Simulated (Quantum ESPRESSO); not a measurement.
## YCo: where do free moments turn?

The moments of YCo start in several directions and relax. Which textures last, and at what energy?

Calculated with Quantum ESPRESSO 7.5; LDA; plane waves with GBRV 1.5 LDA potentials, no spin-orbit coupling.

Report form: the programs' logs are mostly left out.

### 1. Set-up

The structure is orthorhombic, space group Cmcm (No. 63). The conventional cell has a = 4.135 Å, b = 10.430 Å, c = 3.847 Å, α = 90.00°, β = 90.00°, γ = 90.00°. Nearest to Y lie 7 Co at 2.91 to 3.17 Å. Nearest to Co lie 2 Co at 2.22 Å and 7 Y at 2.91 to 3.17 Å. Farther neighbours are not listed.

The cell comes from Materials Project 2023-11-01, a database of computed structures, and need not be the stable phase.

### 2. Start 1: collinear parallel

pw.in reads:

```
&CONTROL
  calculation = 'scf'
  prefix = 'pwscf'
  outdir = './tmp'
  pseudo_dir = './pseudo'
  disk_io = 'nowf'
/
&SYSTEM
  ibrav = 0
  celldm(1) = 8
  nat = 4
  ntyp = 2
  ecutwfc = 34
  ecutrho = 238
  nbnd = 74
  occupations = 'smearing'
  smearing = 'fd'
  degauss = 0.00999582
  noncolin = .true.
  starting_magnetization(1) = 0
  starting_magnetization(2) = 0.1176
  angle1(2) = 0
  angle2(2) = 0
/
&ELECTRONS
  conv_thr = 4d-08
  electron_maxstep = 150
  mixing_beta = 0.3
/
ATOMIC_SPECIES
Y      88.9058 y_lda_v1.4.uspp.F.UPF
Co     58.9332 co_lda_v1.2.uspp.F.UPF
CELL_PARAMETERS alat
   0.4883741534032   -1.2319045609978    0.0000000000000
   0.4883741534032    1.2319045609978    0.0000000000000
   0.0000000000000    0.0000000000000    0.9086058674551
ATOMIC_POSITIONS crystal
Y       0.1427775600    0.8572224400    0.2500000000
Y       0.8572224400    0.1427775600    0.7500000000
Co      0.4467931400    0.5532068600    0.2500000000
Co      0.5532068600    0.4467931400    0.7500000000
K_POINTS automatic
5 5 5 0 0 0
```

On the command line:

```sh
$ OMP_NUM_THREADS=1 mpirun -n 4 pw.x -nk 4 -in pw.in > pw.out
```

Wall time 94 s (4 MPI ranks of Arm Neoverse V2, shared host); peak memory 0.58 GiB.

Spin moment in the atom's sphere by atom:

```
atom  x (μB)  y (μB)  z (μB)   size
  Y1   0.000   0.000  -0.039  0.039
  Y2   0.000   0.000  -0.039  0.039
 Co3   0.000   0.000   0.342  0.342
 Co4   0.000   0.000   0.342  0.342
```

Numbers from this step:

| Property | Result |
| --- | --- |
| smearing term TS | 0.2803 eV |
| magnetization | 0, 0, 0.486 μB |
| absolute magnetization | 0.909 μB |
| final state | ferromagnetic |

### 3. Start 2: two sublattices 120 degrees apart

Changes to pw.in since step 2:

```diff
@@ -11,3 +11,3 @@
   nat = 4
-  ntyp = 2
+  ntyp = 3
   ecutwfc = 34
@@ -21,4 +21,7 @@
   starting_magnetization(2) = 0.1176
-  angle1(2) = 0
+  angle1(2) = 90
   angle2(2) = 0
+  starting_magnetization(3) = 0.1176
+  angle1(3) = 90
+  angle2(3) = 119.999
 /
@@ -31,3 +34,4 @@
 Y      88.9058 y_lda_v1.4.uspp.F.UPF
-Co     58.9332 co_lda_v1.2.uspp.F.UPF
+Co1    58.9332 co_lda_v1.2.uspp.F.UPF
+Co2    58.9332 co_lda_v1.2.uspp.F.UPF
 CELL_PARAMETERS alat
@@ -39,4 +43,4 @@
 Y       0.8572224400    0.1427775600    0.7500000000
-Co      0.4467931400    0.5532068600    0.2500000000
-Co      0.5532068600    0.4467931400    0.7500000000
+Co1     0.4467931400    0.5532068600    0.2500000000
+Co2     0.5532068600    0.4467931400    0.7500000000
 K_POINTS automatic
```

Wall time 4.9 min (4 MPI ranks); peak memory 0.75 GiB.

Spin moment in the atom's sphere by atom:

```
atom   x (μB)   y (μB)  z (μB)    size
  Y1   0.0000   0.0002  0.0000  0.0002
  Y2   0.0000   0.0002  0.0000  0.0002
 Co3  -0.0003  -0.0018  0.0000  0.0018
 Co4  -0.0002  -0.0015  0.0000  0.0015
```

This step gave:

```
smearing term TS       : 0.2856 eV
magnetization          : 0, 0, 0 μB
absolute magnetization : 0 μB
final state            : non-magnetic
```

### 4. Start 3: random 1

Changes to pw.in since step 3:

```diff
@@ -21,7 +21,8 @@
   starting_magnetization(2) = 0.1176
-  angle1(2) = 90
-  angle2(2) = 0
+  angle1(2) = 41.914
+  angle2(2) = -18.326
   starting_magnetization(3) = 0.1176
-  angle1(3) = 90
-  angle2(3) = 119.999
+  angle1(3) = 172.498
+  angle2(3) = -76.709
+  nosym = .true.
 /
```

Wall time 8.2 min (4 MPI ranks); peak memory 0.99 GiB; 33 min of CPU time.

Spin moment in the atom's sphere by atom:

```
atom   x (μB)   y (μB)   z (μB)    size
  Y1  -0.0001   0.0001   0.0001  0.0002
  Y2  -0.0001   0.0001   0.0001  0.0002
 Co3   0.0008  -0.0005  -0.0006  0.0011
 Co4   0.0008  -0.0004  -0.0004  0.0010
```

Numbers from this step:

```
smearing term TS       : 0.2856 eV
magnetization          : 0, 0, 0 μB
absolute magnetization : 0 μB
final state            : non-magnetic
```

### 5. Start 4: collinear alternating

Changes to pw.in since step 4:

```diff
@@ -21,8 +21,7 @@
   starting_magnetization(2) = 0.1176
-  angle1(2) = 41.914
-  angle2(2) = -18.326
+  angle1(2) = 0
+  angle2(2) = 0
   starting_magnetization(3) = 0.1176
-  angle1(3) = 172.498
-  angle2(3) = -76.709
-  nosym = .true.
+  angle1(3) = 180
+  angle2(3) = 0
 /
```

Wall time 2.1 min (4 MPI ranks); peak memory 0.66 GiB; 8.5 min of CPU time.

Spin moment in the atom's sphere by atom:

```
atom  x (μB)  y (μB)   z (μB)    size
  Y1  0.0000  0.0000   0.0001  0.0001
  Y2  0.0000  0.0000   0.0000  0.0000
 Co3  0.0000  0.0000  -0.0004  0.0004
 Co4  0.0000  0.0000  -0.0009  0.0009
```

Read from the output:

```
smearing term TS       : 0.2856 eV
magnetization          : 0, 0, 0 μB
absolute magnetization : 0 μB
final state            : non-magnetic
```

### 6. What a mistake does

One input was spoiled on purpose, to see how the program answers.

pw.in reads:

```
&CONTROL
  calculation = 'scf'
  prefix = 'pwscf'
  outdir = './tmp'
  pseudo_dir = './pseudo'
  disk_io = 'nowf'
/
&SYSTEM
  ibrav = 0
  nat = 4
  ntyp = 2
  ecutwfc = 34
  ecutrho = 238
  nbnd = 39
  occupations = 'smearing'
  smearing = 'fd'
  degauss = 0.00999582
  nspin = 2
  starting_magnetization(1) = 0
  starting_magnetization(2) = 0.1176
/
&ELECTRONS
  conv_thr = 4d-08
  electron_maxstep = 75
  mixing_beta = 0.3
/
ATOMIC_SPECIES
Y      88.9058 y_lda_v1.4.uspp.F.UPF
Co     58.9332 co_lda_v1.2.uspp.F.UPF
CELL_PARAMETERS angstrom
   2.0674917790   -5.2151665575    0.0000000000
   2.0674917790    5.2151665575    0.0000000000
   0.0000000000    0.0000000000    3.8465081500
ATOMIC_POSITIONS crystal
Y       0.1427775600    0.8572224400    0.2500000000
Y       0.8572224400    0.1427775600    0.7500000000
Co      0.4467931400    0.5532068600    0.2500000000
Co      0.5532068600    0.4467931400    0.7500000000
K_POINTS automatic
5 5 5 0 0 0
HUBBARD {ortho-atomic}
U Co-3d 25.0000
```

It took 2.5 min on 4 MPI ranks; peak memory 0.46 GiB.

Residual by cycle:

cycle, log10 residual and a bar from the least value:
```
        1        2.2 ##############################
        8        0.4 ##################
       14       -1.9 ##
       21       -1.9 #
       28       -1.9 ##
       35       -0.5 ###########
       41       -2.0 #
       48       -2.0 #
       55       -0.2 #############
       62       -2.0 #
       68       -2.1 
       75       -2.1
```

After 75 cycles the residual stands at 0.0072, against 0.017 at cycle 38 and a least value of 0.0042. The cap of 75 cycles in the input ended the loop.

The fault put into the input: an enormous U.

### 7. The textures together

States with no site moment of 0.15 μB are listed as non-magnetic. Textures, by row:

```
                            start    final state  energy over the lowest (meV a seeded atom)  smallest moment (μB)  largest moment (μB)  net moment (μB a cell)  angles to the first moment (degrees)
               collinear parallel  ferromagnetic                                           0                0.3418               0.3418                  0.4856                                     0
two sublattices 120 degrees apart   non-magnetic                                      0.5679              0.001539             0.001794                0.002409                                     -
                         random 1   non-magnetic                                      0.5681              0.001026              0.00105                0.001437                                     -
            collinear alternating   non-magnetic                                      0.5681                     0              8.79e-4                 9.51e-4                                     -
```

### 8. What came out

```json
{
 "lowest start": "collinear parallel",
 "its final state": "ferromagnetic",
 "its moments": "0.342 μB",
 "its net moment": "0.486 μB a cell"
}
```

In words: No finished start ends non-collinear. The mesh is coarse, so differences of some ten meV can be noise where moments are itinerant. Without spin–orbit coupling only the angles between moments matter. The cell holds only so many moments, so longer spirals cannot form in it. Energies are free energies at an electronic temperature of 1580 K, which lowers moments and differences where the moments are itinerant. The cutoff lies under the 40 Ry that these files are usually run at.

[Logs and program files are shortened in this print: banners, set-up blocks, solver, clock and traceback lines can be left out without a mark of their own.]

[Logs are printed without paths, hosts, clocks, repeated set-up lines and the standing remarks that a program may print on its own settings, such as how far it seeks lower states.]

[Hosts, paths, dates, database ids (printed as entryN), source tags and the programs' standing remarks are cut or masked in the printed files.]

[Where a cell is said to come from a database of computed structures, the database is the Materials Project.]
